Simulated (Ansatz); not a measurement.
In doubt: masses and optical values from hybrid runs of this build are listed as unsure, which bears on the screening that GW takes from such a start; one-shot GW on d or f shells is unsure, so the values of those runs are not to be relied on.

Rows from a G0W0 calculation on FeAs2 (Lollingite) (Ansatz 0.2.0; G0W0 on PBE0, plane waves, PAW; 4×4×6 mesh, 543 empty bands, screening to 190 eV, hard PAW files), in eV. Spin-orbit coupling is left out.

| row | k | band | start | Σx | Σc at the solution | Vxc |
| --- | --- | --- | --- | --- | --- | --- |
| A | (0.000, 0.000, 0.167) | c1 | 15.804 | -17.294 | -4.155 | -21.206 |
| B | (0.000, 0.000, 0.167) | v1 | 12.981 | -32.831 | 4.343 | -29.923 |
| C | Γ | v1 | 13.063 | -32.799 | 4.107 | -30.101 |
| D | Γ | c2 | 17.731 | -10.585 | -4.109 | -14.115 |
| E | (0.000, 0.000, 0.167) | c2 | 17.109 | -22.534 | -4.464 | -26.998 |
| F | Γ | c1 | 17.056 | -23.181 | -4.512 | -27.717 |

Question: Work out each quasiparticle level and how far it moved.

The quasiparticle equation reads E = start + Σx + Σc(E) − Vxc.

| row | E (eV) | shift (eV) |
| --- | --- | --- |
| A | 15.561 | −0.243 |
| B | 14.416 | +1.435 |
| C | 14.472 | +1.409 |
| D | 17.152 | −0.579 |
| E | 17.109 | −0.0001 |
| F | 17.081 | +0.025 |

The gap over the computed points goes from 2.22 eV to 1.09 eV.

Limits: not at the basis limit; no spin polarisation; d states lean on the start; no spin-orbit coupling.

[Runs of the session that timed out or met a known fault of the program may be left out.]

[Cells called generated may have been cut or substituted from an entry of the Crystallography Open Database or the Materials Project.]

[Hosts, paths, dates, database ids (printed as entryN), source tags and the programs' standing remarks are cut or masked in the printed files.]
